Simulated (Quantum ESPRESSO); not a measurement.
# Magnetic state of LaCrGe3 from several starts, part 3 of 3

Aim: find out which collinear order of LaCrGe3 costs least.

Quantum ESPRESSO 7.5; LDA; plane waves with GBRV 1.5 LDA potentials, no spin-orbit coupling.

So far, absolute magnetization (μB): step 2 (run 1 (ferro ++)) 3.60; step 3 (run 2 (antiferro +−)) 3.17; step 5 (the lowest state again, with its states saved) 3.60.

### 6. Another way to count moments

Level of this step: LDA; plane waves with GBRV 1.5 LDA potentials, no spin-orbit coupling, projections on orthogonalised atomic orbitals (Quantum ESPRESSO).

projwfc.x projects the saved states on orthogonalised atomic orbitals of the pseudopotential files.

The log of the run:

```text
[banner, memory and clock lines left out]
Program PROJWFC v.7.5 starts

     [... lines left out ...]
     IMPORTANT: XC functional enforced from input :
     Exchange-correlation= PZ
                           (   1   1   0   0   0   0   0)
     Any further DFT definition will be discarded
     Please, verify this is what you really want

     G-vector sticks info

     Check: negative core charge=   -0.000002

     negative rho (up, down):  5.548E-02 5.370E-02

     Gaussian broadening (read from input): ngauss,degauss=   0    0.010000

     Calling projwave ....

  Problem Sizes
  natomwfc =          114
  nbnd     =           90
  nkstot   =           56
  npwx     =         5572
  nkb      =          208

     Atomic states used for projection
     (read from pseudopotential files):

     state #   1: atom   1 (La ), wfc  1 (l=0 m= 1)
     state #   2: atom   1 (La ), wfc  2 (l=1 m= 1)
     state #   3: atom   1 (La ), wfc  2 (l=1 m= 2)
     state #   4: atom   1 (La ), wfc  2 (l=1 m= 3)
     state #   5: atom   1 (La ), wfc  3 (l=2 m= 1)
     state #   6: atom   1 (La ), wfc  3 (l=2 m= 2)
     state #   7: atom   1 (La ), wfc  3 (l=2 m= 3)
     state #   8: atom   1 (La ), wfc  3 (l=2 m= 4)
     state #   9: atom   1 (La ), wfc  3 (l=2 m= 5)
     state #  10: atom   1 (La ), wfc  4 (l=0 m= 1)
     state #  11: atom   1 (La ), wfc  5 (l=1 m= 1)
     state #  12: atom   1 (La ), wfc  5 (l=1 m= 2)
     state #  13: atom   1 (La ), wfc  5 (l=1 m= 3)
     state #  14: atom   1 (La ), wfc  6 (l=3 m= 1)
[...]
state #  29: atom   2 (La ), wfc  3 (l=2 m= 5)
     state #  30: atom   2 (La ), wfc  4 (l=0 m= 1)
     state #  31: atom   2 (La ), wfc  5 (l=1 m= 1)
     state #  32: atom   2 (La ), wfc  5 (l=1 m= 2)
     state #  33: atom   2 (La ), wfc  5 (l=1 m= 3)
     state #  34: atom   2 (La ), wfc  6 (l=3 m= 1)
     state #  35: atom   2 (La ), wfc  6 (l=3 m= 2)
     state #  36: atom   2 (La ), wfc  6 (l=3 m= 3)
     state #  37: atom   2 (La ), wfc  6 (l=3 m= 4)
     state #  38: atom   2 (La ), wfc  6 (l=3 m= 5)
     state #  39: atom   2 (La ), wfc  6 (l=3 m= 6)
     state #  40: atom   2 (La ), wfc  6 (l=3 m= 7)
     state #  41: atom   3 (Cr ), wfc  1 (l=0 m= 1)
     state #  42: atom   3 (Cr ), wfc  2 (l=1 m= 1)
     state #  43: atom   3 (Cr ), wfc  2 (l=1 m= 2)
     state #  44: atom   3 (Cr ), wfc  2 (l=1 m= 3)
     state #  45: atom   3 (Cr ), wfc  3 (l=0 m= 1)
     state #  46: atom   3 (Cr ), wfc  4 (l=2 m= 1)
     state #  47: atom   3 (Cr ), wfc  4 (l=2 m= 2)
     state #  48: atom   3 (Cr ), wfc  4 (l=2 m= 3)
     state #  49: atom   3 (Cr ), wfc  4 (l=2 m= 4)
     state #  50: atom   3 (Cr ), wfc  4 (l=2 m= 5)
     state #  51: atom   4 (Cr ), wfc  1 (l=0 m= 1)
     state #  52: atom   4 (Cr ), wfc  2 (l=1 m= 1)
     state #  53: atom   4 (Cr ), wfc  2 (l=1 m= 2)
     state #  54: atom   4 (Cr ), wfc  2 (l=1 m= 3)
     state #  55: atom   4 (Cr ), wfc  3 (l=0 m= 1)
     state #  56: atom   4 (Cr ), wfc  4 (l=2 m= 1)
     state #  57: atom   4 (Cr ), wfc  4 (l=2 m= 2)
     state #  58: atom   4 (Cr ), wfc  4 (l=2 m= 3)
     state #  59: atom   4 (Cr ), wfc  4 (l=2 m= 4)
     state #  60: atom   4 (Cr ), wfc  4 (l=2 m= 5)
     state #  61: atom   5 (Ge ), wfc  1 (l=2 m= 1)
     state #  62: atom   5 (Ge ), wfc  1 (l=2 m= 2)
     state #  63: atom   5 (Ge ), wfc  1 (l=2 m= 3)
     state #  64: atom   5 (Ge ), wfc  1 (l=2 m= 4)
     state #  65: atom   5 (Ge ), wfc  1 (l=2 m= 5)
     state #  66: atom   5 (Ge ), wfc  2 (l=0 m= 1)
     state #  67: atom   5 (Ge ), wfc  3 (l=1 m= 1)
     state #  68: atom   5 (Ge ), wfc  3 (l=1 m= 2)
     state #  69: atom   5 (Ge ), wfc  3 (l=1 m= 3)
     state #  70: atom   6 (Ge ), wfc  1 (l=2 m= 1)
     state #  71: atom   6 (Ge ), wfc  1 (l=2 m= 2)
     state #  72: atom   6 (Ge ), wfc  1 (l=2 m= 3)
     state #  73: atom   6 (Ge ), wfc  1 (l=2 m= 4)
     state #  74: atom   6 (Ge ), wfc  1 (l=2 m= 5)
[...]
state # 103: atom   9 (Ge ), wfc  3 (l=1 m= 1)
[...]
state # 107: atom  10 (Ge ), wfc  1 (l=2 m= 2)
     state # 108: atom  10 (Ge ), wfc  1 (l=2 m= 3)
     state # 109: atom  10 (Ge ), wfc  1 (l=2 m= 4)
     state # 110: atom  10 (Ge ), wfc  1 (l=2 m= 5)
     state # 111: atom  10 (Ge ), wfc  2 (l=0 m= 1)
     state # 112: atom  10 (Ge ), wfc  3 (l=1 m= 1)
     state # 113: atom  10 (Ge ), wfc  3 (l=1 m= 2)
     state # 114: atom  10 (Ge ), wfc  3 (l=1 m= 3)

 [... projections of the bands left out ...]

Lowdin Charges:

     Atom #   1: total charge =  11.6598, s =  2.2356, p =  6.9125, d =  2.2507, f =  0.2610
                 spin up      =   5.7846, s =  1.1150,
                 spin up      =   5.7846, p =  3.4541, pz=  1.1466, px=  1.1538, py=  1.1538,
                 spin up      =   5.7846, d =  1.0915, dz2=  0.2442, dxz=  0.1914, dyz=  0.1914, dx2-y2=  0.2323, dxy=  0.2323,
                 spin up      =   5.7846, f =  0.1240, fz3=  0.0178, fxz2=  0.0197, fyz2=  0.0197, fzx2-zy2=  0.0129, fxyz=  0.0129, fx3-3xy2=  0.0173, f3yx2-y3=  0.0237,
                 spin down    =   5.8752, s =  1.1206,
                 spin down    =   5.8752, p =  3.4584, pz=  1.1459, px=  1.1563, py=  1.1563,
                 spin down    =   5.8752, d =  1.1592, dz2=  0.2412, dxz=  0.2126, dyz=  0.2126, dx2-y2=  0.2464, dxy=  0.2464,
                 spin down    =   5.8752, f =  0.1370, fz3=  0.0143, fxz2=  0.0234, fyz2=  0.0234, fzx2-zy2=  0.0137, fxyz=  0.0137, fx3-3xy2=  0.0233, f3yx2-y3=  0.0252,
                 polarization =  -0.0906, s = -0.0056, p = -0.0043, d = -0.0677, f = -0.0130
     Atom #   2: total charge =  11.6598, s =  2.2356, p =  6.9125, d =  2.2507, f =  0.2610
                 spin up      =   5.7846, s =  1.1150,
                 spin up      =   5.7846, p =  3.4541, pz=  1.1466, px=  1.1538, py=  1.1538,
                 spin up      =   5.7846, d =  1.0915, dz2=  0.2442, dxz=  0.1914, dyz=  0.1914, dx2-y2=  0.2323, dxy=  0.2323,
                 spin up      =   5.7846, f =  0.1240, fz3=  0.0178, fxz2=  0.0197, fyz2=  0.0197, fzx2-zy2=  0.0129, fxyz=  0.0129, fx3-3xy2=  0.0173, f3yx2-y3=  0.0237,
                 spin down    =   5.8752, s =  1.1206,
                 spin down    =   5.8752, p =  3.4584, pz=  1.1459, px=  1.1563, py=  1.1563,
                 spin down    =   5.8752, d =  1.1592, dz2=  0.2412, dxz=  0.2126, dyz=  0.2126, dx2-y2=  0.2464, dxy=  0.2464,
                 spin down    =   5.8752, f =  0.1370, fz3=  0.0143, fxz2=  0.0234, fyz2=  0.0234, fzx2-zy2=  0.0137, fxyz=  0.0137, fx3-3xy2=  0.0233, f3yx2-y3=  0.0252,
                 polarization =  -0.0906, s = -0.0056, p = -0.0043, d = -0.0677, f = -0.0130
     Atom #   3: total charge =  13.1412, s =  2.3454, p =  5.9890, d =  4.8067, f =  0.0000
                 spin up      =   7.3619, s =  1.1771,
                 spin up      =   7.3619, p =  2.9949, pz=  0.9983, px=  0.9983, py=  0.9983,
                 spin up      =   7.3619, d =  3.1899, dz2=  0.5445, dxz=  0.6984, dyz=  0.6984, dx2-y2=  0.6243, dxy=  0.6243,
                 spin up      =   7.3619, f =  0.0000, fz3=  0.0000, fxz2=  0.0000, fyz2=  0.0000, fzx2-zy2=  0.0000, fxyz=  0.0000, fx3-3xy2=  0.0000, f3yx2-y3=  0.0000,
                 spin down    =   5.7792, s =  1.1683,
                 spin down    =   5.7792, p =  2.9941, pz=  0.9981, px=  0.9980, py=  0.9980,
                 spin down    =   5.7792, d =  1.6168, dz2=  0.4107, dxz=  0.2736, dyz=  0.2736, dx2-y2=  0.3295, dxy=  0.3295,
                 spin down    =   5.7792, f =  0.0000, fz3=  0.0000, fxz2=  0.0000, fyz2=  0.0000, fzx2-zy2=  0.0000, fxyz=  0.0000, fx3-3xy2=  0.0000, f3yx2-y3=  0.0000,
                 polarization =   1.5827, s =  0.0088, p =  0.0008, d =  1.5731, f =  0.0000
     Atom #   4: total charge =  13.1412, s =  2.3454, p =  5.9890, d =  4.8067, f =  0.0000
                 spin up      =   7.3619, s =  1.1771,
                 spin up      =   7.3619, p =  2.9949, pz=  0.9983, px=  0.9983, py=  0.9983,
                 spin up      =   7.3619, d =  3.1899, dz2=  0.5445, dxz=  0.6984, dyz=  0.6984, dx2-y2=  0.6243, dxy=  0.6243,
                 spin up      =   7.3619, f =  0.0000, fz3=  0.0000, fxz2=  0.0000, fyz2=  0.0000, fzx2-zy2=  0.0000, fxyz=  0.0000, fx3-3xy2=  0.0000, f3yx2-y3=  0.0000,
                 spin down    =   5.7792, s =  1.1683,
                 spin down    =   5.7792, p =  2.9941, pz=  0.9981, px=  0.9980, py=  0.9980,
                 spin down    =   5.7792, d =  1.6168, dz2=  0.4107, dxz=  0.2736, dyz=  0.2736, dx2-y2=  0.3295, dxy=  0.3295,
                 spin down    =   5.7792, f =  0.0000, fz3=  0.0000, fxz2=  0.0000, fyz2=  0.0000, fzx2-zy2=  0.0000, fxyz=  0.0000, fx3-3xy2=  0.0000, f3yx2-y3=  0.0000,
                 polarization =   1.5827, s =  0.0088, p =  0.0008, d =  1.5731, f =  0.0000
     Atom #   5: total charge =  13.9996, s =  1.2764, p =  2.7263, d =  9.9969, f =  0.0000
                 spin up      =   6.9
```

It took 3.7 s on 4 MPI ranks of AMD EPYC 9R45, shared host; peak memory 0.53 GiB.

| atom | moment in the sphere (μB) | Löwdin moment (μB) | Löwdin charge (e) |
| --- | --- | --- | --- |
| La1 | -0.043 | -0.091 | 11.660 |
| La2 | -0.043 | -0.091 | 11.660 |
| Cr3 | 1.405 | 1.583 | 13.141 |
| Cr4 | 1.405 | 1.583 | 13.141 |
| Ge5 | -0.029 | -0.071 | 14.000 |
| Ge6 | -0.029 | -0.071 | 14.000 |
| Ge7 | -0.029 | -0.071 | 14.000 |
| Ge8 | -0.029 | -0.071 | 14.000 |
| Ge9 | -0.029 | -0.071 | 14.000 |
| Ge10 | -0.029 | -0.071 | 14.000 |

### 7. Outcome

```yaml
lowest_state_found: ferromagnetic (from ferro ++)
largest_site_moment: 1.40 μB
next_state_with_moments: antiferromagnetic, 51.7 meV a seeded atom higher
```

**Reading.** The smearing terms TS of the orders run from 72 to 103 meV a seeded atom, so the differences would change at a smaller width: an order with a larger TS is lowered more by the smearing. The largest moment reads 1.41 μB in the sphere and 1.58 μB by Löwdin projection; a site moment hangs on how space is shared out. This is the lowest of 2 collinear or spinless starts, no proof of the ground state. A computed site moment is spin alone and hangs on the region that is counted: the program's spheres do not touch and miss the tail of the moment. Measured moments hold any orbital part as well, and belong to the order of the sample, which need not be the order of this run. Energies are free energies at an electronic temperature of 1160 K, which lowers moments and differences where the moments are itinerant.

Comparison with the measured values:

| quantity | measured | in the sphere | Löwdin |
| --- | --- | --- | --- |
| moment (Cr) (μB) | 1.22 | 1.40 (+15.1 %) | 1.58 (+29.7 %) |

Measured values from arxiv:1305.7258 (2013).

How well it matches: For the moment, of the levels listed nearest comes in the sphere (+15.1 %) and farthest Löwdin (+29.7 %). No cell relaxation is part of this session.

[Logs and program files are shortened in this print: banners, set-up blocks, solver, clock and traceback lines can be left out without a mark of their own.]

[Logs are printed without paths, hosts, clocks, repeated set-up lines and the standing remarks that a program may print on its own settings, such as how far it seeks lower states.]

[Hosts, paths, dates, database ids (printed as entryN), source tags and the programs' standing remarks are cut or masked in the printed files.]

[Where a cell is said to come from a database of computed structures, the database is the Materials Project.]
